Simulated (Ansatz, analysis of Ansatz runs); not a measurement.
# S on a Se site in ZnSe: local vibrational mode, HSE06, part 2 of 2

How near does this set-up come to the measured local vibrational mode? Subject: S on a Se site in ZnSe. Set-up: HSE06, 32-site cell, PBE lattice, 420 eV, k: the zone centre alone. The model is a cell of 32 host atoms with 1 Se taken out and 1 S put in. The frequencies come from force constants among the defect atom and its neighbours, with the masses of the isotopes named. Exact exchange opens the gap, stiffens bonds and lessens the self-interaction error, at many times the cost.

Ansatz 0.2.0; HSE06, 32-site cell, PBE lattice, 420 eV, k: the zone centre alone.

So far: Starting point; Relaxation, charge 0.

In doubt: a hybrid run on one k-point (steps 2, 3), which bears on gaps, levels and energies.

### Step 2. Relaxation, charge 0 (continued)

Level of this step: plane-wave PAW DFT, HSE06; relaxation of all atoms of a defect supercell (Ansatz).

Relaxation path:

| step | energy less that of the first step (eV) | largest force component (eV/Å) |
| --- | --- | --- |
| 1 | 0.0000 | 0.2934 |
| 2 | -0.0867 | 0.1047 |
| 3 | -0.0963 | 0.0163 |
| 4 | -0.0965 | 0.0022 |

Forces are held to the 24 operations that the run works with; a distortion that breaks them can't arise in this run.

The atoms that moved most (Å):

| atom | dx | dy | dz | length |
| --- | --- | --- | --- | --- |
| Zn7 | 0.050 | 0.050 | -0.050 | 0.087 |
| Zn9 | -0.050 | -0.050 | -0.050 | 0.087 |
| Zn12 | -0.050 | 0.050 | 0.050 | 0.087 |
| Zn16 | 0.050 | -0.050 | 0.050 | 0.087 |
| Se24 | -0.015 | 0.015 | -0.001 | 0.021 |
| Se19 | -0.001 | 0.015 | -0.015 | 0.021 |
| Se27 | 0.001 | 0.015 | 0.015 | 0.021 |
| Se30 | -0.015 | -0.015 | 0.001 | 0.021 |

Final coordinates:

```xyz
32
Lattice="-5.7318 5.7318 -5.7318 5.7318 5.7318 5.7318 5.7318 -5.7318 -5.7318" Properties=species:S:1:pos:R:3 pbc="T T T"
Zn    0.0071    0.0071    0.0008
Zn    5.7389   -2.8667   -2.8730
Zn    5.7389    0.0008    0.0071
Zn    5.7389    2.8588    2.8651
Zn    2.8651   -2.8730   -5.7248
Zn    2.8588    0.0008   -2.8730
Zn    2.9160    2.9160   -0.0501
Zn    2.8588    5.7389    2.8651
Zn   -0.0501   -0.0501   -5.7819
Zn    0.0008    2.8588   -2.8730
Zn    0.0008    5.7389    0.0071
Zn    5.6818    2.9160   -2.8159
Zn   -2.8730    2.8651   -5.7248
Zn   -2.8667    5.7389   -2.8730
Zn    2.8588    2.8588   -5.7310
Zn    2.9160    5.6818   -2.8159
Se    4.2976   -4.3137   -4.2840
Se    4.2989   -1.4330   -1.4330
Se    4.2976    1.4478    1.4181
Se    4.2989    4.2989    4.2989
Se    1.4181   -1.4317   -4.3137
Se    1.4478    1.4478   -1.4317
Se    1.4478    4.2976    1.4181
Se    7.1499    1.4478   -1.4342
Se   -1.4317    1.4181   -4.3137
Se   -1.4330    4.2989   -1.4330
Se    4.3002    1.4478   -4.2840
S     4.2989    4.2989   -1.4330
Se   -4.3137    4.2976   -4.2840
Se    1.4181    1.4181   -7.1635
Se    1.4478    4.3002   -4.2840
Se    1.4478    7.1499   -1.4342
```

Neighbours of S28 at the end:

| atom | distance (Å) |
| --- | --- |
| Zn7 | 2.395 |
| Zn9 | 2.395 |
| Zn12 | 2.395 |
| Zn16 | 2.395 |
| Se22 | 4.032 |
| Se19 | 4.032 |
| Se23 | 4.032 |
| Se31 | 4.032 |
| Se27 | 4.032 |
| Se30 | 4.032 |
| Se21 | 4.032 |
| Se25 | 4.032 |
| Se24 | 4.032 |
| Se32 | 4.032 |
| Se17 | 4.032 |
| Se29 | 4.032 |

Numbers from this step:

```yaml
free_energy: -136089.4233 eV
```

The relaxation ends 3.0 meV an atom lower, with a largest force component of 0.0022 eV/Å.

### Step 3. Local vibrational modes

A local mode lives on the defect and the atoms next to it, so only the sites listed in the input are displaced, which costs far fewer SCF runs than the whole cell would.

This step: plane-wave PAW DFT, HSE06; finite-displacement force constants among the atoms nearest to a defect, the others at rest.

modes/input.yaml

```yaml
crystal:
  lattice:
    - [-5.73182924, 5.73182924, -5.73182924]
    - [5.73182924, 5.73182924, 5.73182924]
    - [5.73182924, -5.73182924, -5.73182924]
  atoms:
    - { symbol: Zn, position: [0.000548011, 0.001234354, 0.000548011] }
    - { symbol: Zn, position: [0.000548011, 0.250548011, 0.751234354] }
[... 4 atom lines left out ...]
    - { symbol: Zn, position: [0.258734448, 0.508734448, 0.258734448] }
[... 1 atom line left out ...]
    - { symbol: Zn, position: [0.5, -0.008734448, 0.5] }
[... 2 atom lines left out ...]
    - { symbol: Zn, position: [0.5, 0.75, 0.741265552] }
[... 3 atom lines left out ...]
    - { symbol: Zn, position: [0.741265552, 0.75, 0.5] }
[... 2 atom lines left out ...]
    - { symbol: Se, position: [0.002594719, 0.501185459, 0.251185459] }
[... 1 atom line left out ...]
    - { symbol: Se, position: [0.25140926, -0.001185459, 0.5] }
    - { symbol: Se, position: [0.251185459, 0.252594719, 0.251185459] }
    - { symbol: Se, position: [0.251185459, 0.501185459, 0.002594719] }
    - { symbol: Se, position: [0.25140926, 0.75, 0.748814541] }
[... 3 atom lines left out ...]
    - { symbol: S, position: [0.5, 0.75, 0.5] }
[... 2 atom lines left out ...]
    - { symbol: Se, position: [0.748814541, 0.50140926, 0.5] }
    - { symbol: Se, position: [0.748814541, 0.75, 0.25140926] }
basis:
  ecutwfc: 420
  xc_grid: 2
hamiltonian:
  xc: hse06
kpoints:
  mp_grid: { grid: [1, 1, 1] }
scf:
  occupations: { method: fermi_dirac, width: 0.01 }
  max_iter: 120
output: {}
checkpoint:
  read: "../relax.run"
phonons:
  supercell: [1, 1, 1]
  displaced_sites: [6, 8, 11, 15, 27]
```

Started as:

```console
$ ansatz run input.yaml --threads 4 --pin off --max-ram 7536MiB --backend cpu --events-out ev --progress --plain --runs-dir out
```

Numbers of over 12 decimals in the logs are rounded to 6 here.

Log:

```text
[...]
Warning: basis.xc_grid 2: finite-displacement phonons take 3 at the least, and a number is run as typed, so the frequencies can be off [figures from the program's tests cut]. [...]
[...]
Crystal: 32 atoms, lattice volume = 753.251 Å³
Basis set: ecut = 420 eV, 14771 PW (Γ), exchange–correlation on 144×144×144 points (8 copies of the dense FFT grid, shifted against one another)
Bands: 263, of which v1, the nominal top of the filled ones, is band 219 counted from 1 (218 counted from 0)
Symmetry: 24 space group operations
k-points: 1
[...]
Stability of the state it starts from, as read at its close in the unpolarized treatment: not read, because the functional holds exact exchange (a hybrid, or Hartree-Fock), whose exchange loop this test does not read (fock_operator)
[...]
Frozen-core exchange: fock
[...]
symmetry images taken by strict's conditions (phonons.symmetry_images: auto; settled by no image being taken that strict refuses)
  force constants formed among 5 of 32 sites (Zn 6, Zn 8, Zn 11, Zn 15, S 27); the other 27 at rest. The modes move the named sites alone.
  the frequencies, the zero-point energy and the sums are of the block with the acoustic sum rule laid on its rows. Row sums over every site: 9.0e-4 eV/Å² at the most
  transpose residual: 1.7e-4 eV/Å²
  largest component of a force at the reference: 6.5e-4 eV/Å on a named site, 2.1e-3 eV/Å on a site at rest
  frequencies among the named sites at Γ of the cell (cm⁻¹): 106.59 106.59 106.59 147.92 147.92 147.92 149.39 149.39 149.39 153.39 153.39 184.15 273.25 273.25 273.25
  unstable modes among the named sites: 0
  frequencies as built, with no sum rule (cm⁻¹): 106.60 106.60 106.60 147.92 147.92 147.92 149.39 149.39 149.39 153.39 153.39 184.15 273.27 273.27 273.27
  zero-point energy: 0.156368 eV/cell   skipped modes (ω ≤ 0): 0
  not written: the harmonic force-constant file, the file of eigenvectors (these modes' are written with the force constants), the density of states and the dispersion, which are of every site
[key lines of the parts left out:]
Free energy (F): -136089.423340 eV
Fermi energy:    6.715084 eV
```

The job ended after 4.8 min (4 threads of Arm Neoverse V2, shared host; peak memory 1.8 GiB).

Reading the cycles: dr2 is the Hartree energy of the density residual (eV), the measure of convergence; HF is the Harris–Foulkes estimate of the energy, which meets the free energy F at convergence.

This step gave:

* free energy: -136089.4233 eV

The modes with the largest weight on the probed atoms (the light atom of a pair), for the masses of each isotope. Modes of the displaced atoms (local only where they lie over the host's phonons):

| isotopes | mode (cm⁻¹) | share of the defect atoms |
| --- | --- | --- |
| n | 273.3 | 0.87 |
| n | 273.3 | 0.87 |
| n | 273.3 | 0.87 |

### Step 4. Outcome

- distance from the defect atom to its nearest neighbour: 2.395 Å
- threefold local mode of S: 273 cm⁻¹
- time of the whole chain: 9.3 min on 4 threads

Threefold local mode of S: computed 273 cm⁻¹, measured 297 cm⁻¹; 24 cm⁻¹ (8 %) below the measurement. Only the named neighbours move, so modes near the host's band are approximate. Limits: the zone centre alone is a coarse sampling for this cell.

[Logs are printed without paths, hosts, clocks, repeated set-up lines and the standing remarks that a program may print on its own settings, such as how far it seeks lower states.]

[Hosts, paths, dates, database ids (printed as entryN), source tags and the programs' standing remarks are cut or masked in the printed files.]

[For some hosts the program warned that the k-mesh of the response run may be too coarse for force constants and the static dielectric constant; such warnings are not shown here.]
